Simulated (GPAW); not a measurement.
**Screening of a field by Si/Hf(0001)**

Wanted: the out-of-plane polarisability of Si/Hf(0001).

Main program and level: GPAW 26.7.0; GPAW, PAW setups; slab in vacuum, relaxation, in the first sound run; inputs show where later runs differ.

Most raw output is cut from this account.

## 1. The structure

The cell holds 5 atoms: 4 Hf and 1 Si. Cell: a = 3.200 Å, b = 3.200 Å, c = 24.135 Å, α = 90.0°, β = 90.0°, γ = 60.0°. Vacuum lies along c.

## 2. Relaxation

Forces are removed first; all later runs use this geometry. The lowest 2 atoms are held at bulk positions and keep their forces.

File run.py:

```python
import json
import numpy as np
from ase import Atoms
from ase.constraints import FixAtoms
from ase.optimize import BFGS
from gpaw import GPAW, PW

slab = Atoms(
    ['Hf', 'Hf', 'Hf', 'Hf', 'Si'],
    positions=[
        [3.20000, 1.84752, 7.00000],
        [0.00000, 0.00000, 9.53120],
        [3.20000, 1.84752, 12.06240],
        [0.00000, 0.00000, 14.59360],
        [1.60000, 0.00000, 17.13486]],
    cell=[[3.2, 0.0, 0.0], [1.6, 2.77128, 0.0], [0.0, 0.0, 24.13486]],
    pbc=[True, True, False])

slab.calc = GPAW(mode=PW(400), xc='PBE', kpts={'size': (11, 11, 1), 'gamma': True},
                 occupations={'name': 'fermi-dirac', 'width': 0.1}, nbands='200%',
                 convergence={'density': 1e-05}, maxiter=200,
                 poissonsolver={'dipolelayer': 'xy'},
                 symmetry={'tolerance': 1e-3, 'extra_ids': [1, 1, 0, 0, 0]}, txt='slab.txt')
result = {}
slab.set_constraint(FixAtoms([0, 1]))
path = []
opt = BFGS(slab, maxstep=0.2)
opt.attach(lambda: path.append((slab.get_potential_energy(), slab.positions.tolist(), slab.get_forces().tolist())))
result['relaxed'] = bool(opt.run(fmax=0.03, steps=40))
result['path'] = path
energy = slab.get_potential_energy()
fermi = slab.calc.get_fermi_level()
v = slab.calc.get_electrostatic_potential().mean((0, 1)) - fermi
n = slab.calc.get_pseudo_density().mean((0, 1))
L = slab.cell[2, 2]
z = np.arange(len(v)) * L / len(v)
low, high = slab.positions[:, 2].min(), slab.positions[:, 2].max()
below, above = np.interp([low - 4.8, high + 4.8], z, v)
slopes = [np.interp(x, z, np.gradient(v, z)) for x in (low - 4.8, high + 4.8)]
eps = np.array([[slab.calc.get_eigenvalues(k, s) for k in range(len(slab.calc.get_ibz_k_points()))]
                for s in range(slab.calc.get_number_of_spins())]) - fermi
top, bottom = eps[eps < 0].max(), eps[eps > 0].min()
dipole = slab.get_dipole_moment()[2]
print(f'energy {energy:.4f} eV, Fermi level {fermi:.4f} eV, dipole {dipole:.5f} e A')
print(f'potential 4.8 A off the faces, from the Fermi level: lower {below:.4f} eV, upper {above:.4f} eV')
print(f'slope of the potential there: lower {slopes[0]:.5f}, upper {slopes[1]:.5f} eV/A')
print(f'nearest levels on the mesh: {top:.4f} and {bottom:.4f} eV')
print('magnetic moment', round(slab.get_magnetic_moment(), 3))
result.update(energy=energy, fermi=fermi, dipole=dipole, below=below, above=above, slopes=slopes, edges=[top, bottom],
              z=z.tolist(), v=v.tolist(), n=n.tolist(), positions=slab.positions.tolist(),
              forces=slab.get_forces(apply_constraint=False).tolist(), moments=slab.get_magnetic_moments().tolist())
json.dump(result, open('result.json', 'w'))
```

Launch:

```console
$ OMP_NUM_THREADS=1 OPENBLAS_NUM_THREADS=1 python run.py
```

The job ended after 2.3 h (1 thread of Arm Neoverse V1, shared host; peak memory 0.32 GiB).

The steps of the relaxation (22 of 38):

```
step  energy less that of the first step (eV)  largest force (eV/Å)
   1                                   0.0000                0.8876
   3                                  -0.1221                0.6956
   5                                  -0.1482                0.1760
   6                                  -0.1498                0.1927
   8                                  -0.1539                0.0827
  10                                  -0.1547                0.0642
  12                                  -0.1563                0.1130
  13                                  -0.1580                0.1342
  15                                  -0.1615                0.0883
  17                                  -0.1621                0.0755
  19                                  -0.1635                0.1358
  20                                  -0.1652                0.1839
  22                                  -0.1667                0.1574
  24                                  -0.1697                0.1252
  26                                  -0.1728                0.1555
  27                                  -0.1751                0.1609
  29                                  -0.1787                0.0781
  31                                  -0.1794                0.0606
  33                                  -0.1799                0.0648
  34                                  -0.1810                0.0732
  36                                  -0.1887                0.1024
  38                                  -0.1939                0.0115
```

The atoms that moved most (Å):

```
atom     dx      dy      dz  length
 Si5  0.000   0.931  -0.293   0.976
 Hf3  0.000  -0.003   0.093   0.093
 Hf4  0.000   0.001   0.042   0.042
```

Final coordinates:

```xyz
5
Lattice="3.2000 0.0000 0.0000 1.6000 2.7713 0.0000 0.0000 0.0000 24.1349" Properties=species:S:1:pos:R:3
Hf    3.2000    1.8475    7.0000
Hf    0.0000    0.0000    9.5312
Hf    3.2000    1.8446   12.1554
Hf    0.0000    0.0010   14.6355
Si    1.6000    0.9315   16.8420
```

Numbers from this step:

```
dipole along the normal                    : -0.03791 e·Å
levels nearest the Fermi level on the mesh : -0.002534, 0.002163 eV from the Fermi level
upper work function                        : 5.135 eV
lower work function                        : 4.369 eV
```

The electrostatic potential energy of an electron (without an applied field's), less the Fermi level, planar mean oscillates, so the rows of the table below give means over windows of 2.48 Å about each position, cut where the curve ends. Its maxima inside the range that stand out by 2 % of the span (Å: eV): 8.3: -0.410, 10.9: -0.128, 13.4: -0.798, 15.8: -1.20. Its minima: 7.0: -22.9, 9.5: -22.5, 12.2: -22.6, 14.7: -22.6, 16.8: -13.9.

Table of electrostatic potential energy of an electron (without an applied field's), less the Fermi level, planar mean by z; means over each step:

z (Å), electrostatic potential energy of an electron (without an applied field's), less the Fermi level, planar mean (eV) and a bar from the least value:
```
     1.24        4.4 #############################
     3.72        4.2 ############################
     6.20       -7.8 ####
     8.68       -9.7 #
    11.16       -9.0 ##
    13.64      -10.0 
    16.12       -7.9 ####
    18.60        3.4 ###########################
    21.08        5.1 ##############################
    23.56        5.1 ##############################
```

The pseudo valence density, planar mean oscillates, so the rows of the table below give means over windows of 2.59 Å about each position, cut where the curve ends. Its maxima inside the range that stand out by 2 % of the span (Å: e/Å³): 6.9: 1.13, 9.5: 1.17, 12.1: 1.14, 14.7: 1.17. Its minima: 8.2: 0.195, 10.8: 0.175, 13.4: 0.200.

Table of pseudo valence density, planar mean by z; means over each step:

z (Å), pseudo valence density, planar mean (e/Å³) and a bar:
```
     1.29       0.00 
     3.88       0.01 
     6.47       0.47 ##########################
     9.06       0.53 ##############################
    11.65       0.52 #############################
    14.24       0.53 ##############################
    16.84       0.19 ###########
    19.42       0.01 #
    22.02       0.00
```

The relaxation lowered the energy of the cell by 0.194 eV (energies extrapolated to zero smearing; the optimiser's log prints free energies). The largest force left on a free atom is 0.011 eV/Å.

## 3. The slab's potential

With the geometry fixed, the planar mean of the potential gives the vacuum level on each side.

This step: GPAW, PAW setups; slab in vacuum (GPAW 26.7.0).

run.py, as its differences from that of step 2:

```diff
@@ -3,4 +3,2 @@
 from ase import Atoms
-from ase.constraints import FixAtoms
-from ase.optimize import BFGS
 from gpaw import GPAW, PW
@@ -12,5 +10,5 @@
         [0.00000, 0.00000, 9.53120],
-        [3.20000, 1.84752, 12.06240],
-        [0.00000, 0.00000, 14.59360],
-        [1.60000, 0.00000, 17.13486]],
+        [3.20000, 1.84456, 12.15543],
+        [-0.00000, 0.00101, 14.63548],
+        [1.60000, 0.93145, 16.84202]],
     cell=[[3.2, 0.0, 0.0], [1.6, 2.77128, 0.0], [0.0, 0.0, 24.13486]],
@@ -22,10 +20,4 @@
                  poissonsolver={'dipolelayer': 'xy'},
-                 symmetry={'tolerance': 1e-3, 'extra_ids': [1, 1, 0, 0, 0]}, txt='slab.txt')
+                 symmetry={'tolerance': 1e-3}, txt='slab.txt')
 result = {}
-slab.set_constraint(FixAtoms([0, 1]))
-path = []
-opt = BFGS(slab, maxstep=0.2)
-opt.attach(lambda: path.append((slab.get_potential_energy(), slab.positions.tolist(), slab.get_forces().tolist())))
-result['relaxed'] = bool(opt.run(fmax=0.03, steps=40))
-result['path'] = path
 energy = slab.get_potential_energy()
```

The job ended after 4.2 min (1 thread; peak memory 0.32 GiB).

Numbers from this step:

| Quantity | Value |
| --- | --- |
| levels nearest the Fermi level on the mesh | -0.002533, 0.002157 eV from the Fermi level |

The electrostatic potential energy of an electron (without an applied field's), less the Fermi level, planar mean oscillates, so the rows of the table below give means over windows of 2.48 Å about each position, cut where the curve ends. Its maxima inside the range that stand out by 2 % of the span (Å: eV): 8.3: -0.410, 10.9: -0.128, 13.4: -0.798, 15.8: -1.20. Its minima: 7.0: -22.9, 9.5: -22.5, 12.2: -22.6, 14.7: -22.6, 16.8: -13.9.

Electrostatic potential energy of an electron (without an applied field's), less the Fermi level, planar mean against z; means over each step:

z (Å), electrostatic potential energy of an electron (without an applied field's), less the Fermi level, planar mean (eV) and a bar from the least value:
```
     1.24        4.4 #############################
     3.72        4.2 ############################
     6.20       -7.8 ####
     8.68       -9.7 #
    11.16       -9.0 ##
    13.64      -10.0 
    16.12       -7.9 ####
    18.60        3.4 ###########################
    21.08        5.1 ##############################
    23.56        5.1 ##############################
```

Table of pseudo valence density, planar mean by z:

```
z (Å)  pseudo valence density, planar mean (e/Å³)
 0.00                                           0
 0.65                                           0
 1.29                                      5.6e-6
 1.94                                      2.3e-5
 2.59                                      1.0e-4
 3.23                                      4.3e-4
 3.88                                     0.00183
 4.53                                     0.00745
 5.17                                      0.0276
 5.82                                      0.0946
 6.46                                       0.487
 7.11                                        1.12
 7.76                                       0.313
 8.40                                       0.199
 9.05                                       0.570
 9.70                                        1.06
10.34                                       0.271
10.99                                       0.180
11.64                                       0.514
12.28                                        1.11
12.93                                       0.307
13.58                                       0.213
14.22                                       0.671
14.87                                       0.961
15.52                                       0.263
16.16                                       0.237
16.81                                       0.190
17.45                                       0.191
18.10                                      0.0617
18.75                                      0.0119
19.39                                     0.00207
20.04                                      3.6e-4
20.69                                      6.3e-5
21.33                                      1.0e-5
21.98                                      2.3e-6
22.63                                           0
23.27                                           0
23.92                                           0
```

Force by atom:

```
atom  x (eV/Å)  y (eV/Å)  z (eV/Å)   size
 Hf1     0.000     0.000     0.644  0.644
 Hf2     0.000    -0.001    -0.656  0.656
 Hf3     0.000     0.006     0.006  0.009
 Hf4     0.000    -0.001     0.012  0.012
 Si5     0.000    -0.004    -0.005  0.006
```

The potential is flat to 0.003 eV/Å where it is read, so the vacuum is wide enough.

## 4. Field on

A uniform field along the normal polarises the slab; the atoms stay fixed, so this is the electronic response alone.

run.py, as its differences from that of step 3:

```diff
@@ -4,2 +4,3 @@
 from gpaw import GPAW, PW
+from gpaw.external import ConstantElectricField
 
@@ -20,2 +21,3 @@
                  poissonsolver={'dipolelayer': 'xy'},
+                 external=ConstantElectricField(-0.2, [0, 0, 1]),
                  symmetry={'tolerance': 1e-3}, txt='slab.txt')
```

Run time: 7.1 min. Hardware: 1 thread; peak memory 0.46 GiB.

Numbers from this step:

| Property | Result |
| --- | --- |
| dipole along the normal | -0.1719 e·Å |
| levels nearest the Fermi level on the mesh | -0.001315, 0.008193 eV from the Fermi level |
| potential below the slab, the applied field's own ramp left out | 2.886 eV from the Fermi level |
| potential above the slab, the applied field's own ramp left out | 6.393 eV from the Fermi level |

The electrostatic potential energy of an electron (without an applied field's), less the Fermi level, planar mean oscillates, so the rows of the table below give means over windows of 2.53 Å about each position, cut where the curve ends. Its maxima inside the range that stand out by 2 % of the span (Å: eV): 8.3: -1.17, 10.9: -0.364, 13.4: -0.540, 15.8: -0.444, 23.7: 6.39. Its minima: 7.0: -23.9, 9.5: -23.0, 12.2: -22.5, 14.7: -22.1, 16.8: -13.0.

The electrostatic potential energy of an electron (without an applied field's), less the Fermi level, planar mean by z; means over each step:

```
z (Å)  electrostatic potential energy of an electron (without an applied field's), less the Fermi level, planar mean (eV)
 1.26                                                                                                                3.02
 3.79                                                                                                                2.74
 6.33                                                                                                               -9.57
 8.86                                                                                                               -10.4
11.39                                                                                                               -9.50
13.92                                                                                                               -9.69
16.45                                                                                                               -5.34
18.98                                                                                                                5.66
21.51                                                                                                                6.39
```

Force by atom:

```
atom  x (eV/Å)  y (eV/Å)  z (eV/Å)   size
 Hf1     0.000     0.000     0.643  0.643
 Hf2     0.000    -0.001    -0.657  0.657
 Hf3     0.000     0.006     0.007  0.009
 Hf4     0.000    -0.001     0.006  0.006
 Si5     0.000    -0.004     0.002  0.004
```

The dipole is now -0.172 e Å, against -0.038 in the run without a field.

## 5. Field on

run.py, as its differences from that of step 4:

```diff
@@ -21,3 +21,3 @@
                  poissonsolver={'dipolelayer': 'xy'},
-                 external=ConstantElectricField(-0.2, [0, 0, 1]),
+                 external=ConstantElectricField(-0.1, [0, 0, 1]),
                  symmetry={'tolerance': 1e-3}, txt='slab.txt')
```

It took 7 min on 1 thread; peak memory 0.46 GiB.

This step gave:

```yaml
dipole_along_the_normal: -0.1047 e·Å
levels_nearest_the_fermi_level_on_the_mesh: -0.004631, 8.27e-5 eV from the Fermi level
potential_below_the_slab_the_applied_field_s_own_ramp_left_out: 3.626 eV from the Fermi level
potential_above_the_slab_the_applied_field_s_own_ramp_left_out: 5.763 eV from the Fermi level
```

The electrostatic potential energy of an electron (without an applied field's), less the Fermi level, planar mean oscillates, so the rows of the table below give means over windows of 2.48 Å about each position, cut where the curve ends. Its maxima inside the range that stand out by 2 % of the span (Å: eV): 8.3: -0.788, 10.9: -0.246, 13.4: -0.669, 15.8: -0.824, 23.7: 5.76. Its minima: 7.0: -23.4, 9.5: -22.8, 12.2: -22.6, 14.7: -22.4, 16.8: -13.5.

Electrostatic potential energy of an electron (without an applied field's), less the Fermi level, planar mean against z; means over each step:

```
z (Å)  electrostatic potential energy of an electron (without an applied field's), less the Fermi level, planar mean (eV)
 1.24                                                                                                                3.71
 3.72                                                                                                                3.50
 6.20                                                                                                               -8.35
 8.68                                                                                                               -10.0
11.16                                                                                                               -9.08
13.64                                                                                                               -9.85
16.12                                                                                                               -7.48
18.60                                                                                                                4.02
21.08                                                                                                                5.76
23.56                                                                                                                5.70
```

Force by atom:

```
atom  x (eV/Å)  y (eV/Å)  z (eV/Å)   size
 Hf1     0.000     0.000     0.643  0.643
 Hf2     0.000    -0.001    -0.657  0.657
 Hf3     0.000     0.006     0.006  0.009
 Hf4     0.000    -0.001     0.009  0.009
 Si5     0.000    -0.004    -0.002  0.004
```

The dipole is now -0.105 e Å, against -0.038 in the run without a field.

## 6. In a field

run.py, as its differences from that of step 5:

```diff
@@ -21,3 +21,3 @@
                  poissonsolver={'dipolelayer': 'xy'},
-                 external=ConstantElectricField(-0.1, [0, 0, 1]),
+                 external=ConstantElectricField(-0.05, [0, 0, 1]),
                  symmetry={'tolerance': 1e-3}, txt='slab.txt')
```

Elapsed: 6.3 min, on 1 thread; peak memory 0.46 GiB.

The electrostatic potential energy of an electron (without an applied field's), less the Fermi level, planar mean oscillates, so the rows of the table below give means over windows of 2.48 Å about each position, cut where the curve ends. Its maxima inside the range that stand out by 2 % of the span (Å: eV): 8.3: -0.599, 10.9: -0.187, 13.4: -0.733, 15.8: -1.01. Its minima: 7.0: -23.1, 9.5: -22.6, 12.2: -22.6, 14.7: -22.5, 16.8: -13.7.

Table of electrostatic potential energy of an electron (without an applied field's), less the Fermi level, planar mean by z; means over each step:

```
z (Å)  electrostatic potential energy of an electron (without an applied field's), less the Fermi level, planar mean (eV)
 1.24                                                                                                                4.05
 3.72                                                                                                                3.87
 6.20                                                                                                               -8.05
 8.68                                                                                                               -9.84
11.16                                                                                                               -9.03
13.64                                                                                                               -9.93
16.12                                                                                                               -7.68
18.60                                                                                                                3.72
21.08                                                                                                                5.45
23.56                                                                                                                5.41
```

## 7. Field on

run.py, as its differences from that of step 6:

```diff
@@ -21,3 +21,3 @@
                  poissonsolver={'dipolelayer': 'xy'},
-                 external=ConstantElectricField(-0.05, [0, 0, 1]),
+                 external=ConstantElectricField(0.05, [0, 0, 1]),
                  symmetry={'tolerance': 1e-3}, txt='slab.txt')
```

It took 5.8 min on 1 thread; peak memory 0.46 GiB.

(Part 1 of 2 ends here.)

[Logs are printed without paths, hosts, clocks, repeated set-up lines and the standing remarks that a program may print on its own settings, such as how far it seeks lower states.]

[Hosts, paths, dates, database ids (printed as entryN), source tags and the programs' standing remarks are cut or masked in the printed files.]
